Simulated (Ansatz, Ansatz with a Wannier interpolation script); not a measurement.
An input for Ansatz 0.2.0 (La2O3 (P-3m1)):

```yaml
crystal:
  lattice:
    - [3.930777878, 0.0, 0.0]
    - [-1.965388939, 3.404153499, 0.0]
    - [0.0, 0.0, 6.11195352]
  atoms:
    - { symbol: La, position: [0.66666667, 0.33333333, 0.75376432] }
    - { symbol: La, position: [0.33333333, 0.66666667, 0.24623568] }
    - { symbol: O, position: [0.66666667, 0.33333333, 0.35410935] }
    - { symbol: O, position: [0.33333333, 0.66666667, 0.64589065] }
    - { symbol: O, position: [0.0, 0.0, 0.0] }
kpoints:
  mp_grid: { grid: [6, 6, 4] }
hamiltonian:
  xc: lda
scf:
  occupations: { method: fixed }
  n_extra_bands: 43
output:
  wannier:
    kmesh: [12, 12, 8]
    projections: [{ species: La, l: f, shell: 4 }, { species: O, l: p, shell: 2 }]
    minimise: true
    write_hr: true
    seedname: w
    conv_tol: 1.0e-07
    max_iter: 4000
    disentanglement:
      window: [6.12, 17.75]
      frozen_window: [6.12, 14.75]
      conv_tol: 1.0e-08
```

```sh
ansatz run input.yaml --threads 3 --pin off --max-ram 55296MiB --backend cuda --events-out ev --progress --plain --runs-dir out --devices 1 --max-vram 18GiB  # rebuilt from the run's record
```

**Question.** How long will it take on 1 × NVIDIA H100 80GB HBM3 (shared by 4 runs) with 3 threads of AMD EPYC 7R13 (Zen 3), shared host, and how much memory?

It took 38 s; on shared hardware allow 19 s to 76 s. Peak host memory was 1.8 GiB.

[Paths, hosts, dates, memory and timing lines, banners, echoed tables and standing remarks are left out of the program output.]

[Logs are printed without paths, hosts, clocks, repeated set-up lines and the standing remarks that a program may print on its own settings, such as how far it seeks lower states.]

[Runs of the session that timed out or met a known fault of the program may be left out.]

[Hosts, paths, dates, database ids (printed as entryN), source tags and the programs' standing remarks are cut or masked in the printed files.]
